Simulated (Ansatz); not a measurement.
Consider KFeBr3 (cubic perovskite) (Pm-3m).

The structure was built from a prototype and need not be the compound's stable phase.

The structure is cubic, space group Pm-3m (No. 221). Conventional cell: a = 4.864 Å, b = 4.864 Å, c = 4.864 Å, α = 90.00°, β = 90.00°, γ = 90.00°. K has 12 Br at 3.44 Å nearest. Nearest to Fe lie 6 Br at 2.43 Å. Br has 2 Fe at 2.43 Å and 4 K at 3.44 Å nearest. Farther neighbours and most contacts between anions are not listed.

```yaml
crystal:
  lattice:
    - [0.00000, 0.00000, -4.86441]
    - [0.00000, -4.86441, 0.00000]
    - [-4.86441, 0.00000, 0.00000]
  atoms:
    - { symbol: K, position: [0.00000, 0.00000, 0.00000] }
    - { symbol: Fe, position: [0.50000, 0.50000, 0.50000] }
    - { symbol: Br, position: [0.50000, 0.50000, 0.00000] }
    - { symbol: Br, position: [0.50000, 0.00000, 0.50000] }
    - { symbol: Br, position: [0.00000, 0.50000, 0.50000] }
```

The structure was relaxed with LDA. The structure type comes from a generator and need not be one that this composition takes. The structure was generated from a model, not taken from a measurement. The runs that relaxed it are not among those shown. The program's search for lower electronic states was switched off, so nothing shows that the state found is the lowest. PAW set soft_2, made with PBE.

A constrained-RPA run (Ansatz 0.2.0; non-magnetic LDA; Fe d + anion p, bands v12 to c2, 4×4×4 mesh, medium accuracy) builds 14 functions on bands 9.9 eV wide, with 24.0 electrons in the window. The bare on-site interaction is 21.9 eV and the bare J 0.75 eV.

Question: Estimate U, U′ and J.

On the Fe d shell, U = 6.98 eV (32 % of the bare value), U′ = 5.77 eV, J = 0.61 eV.

The parent state is non-magnetic and the interaction static (zero frequency); U depends on the window and the orbitals, so it belongs to this model alone. A window that holds the anion p bands defines a model with explicit ligands; its U belongs to that model and is not the U of DFT+U.

[Paths, hosts, dates, memory and timing lines, banners, echoed tables and standing remarks are left out of the program output.]

[Logs are printed without paths, hosts, clocks, repeated set-up lines and the standing remarks that a program may print on its own settings, such as how far it seeks lower states.]

[Runs of the session that timed out or met a known fault of the program may be left out.]

[Hosts, paths, dates, database ids (printed as entryN), source tags and the programs' standing remarks are cut or masked in the printed files.]
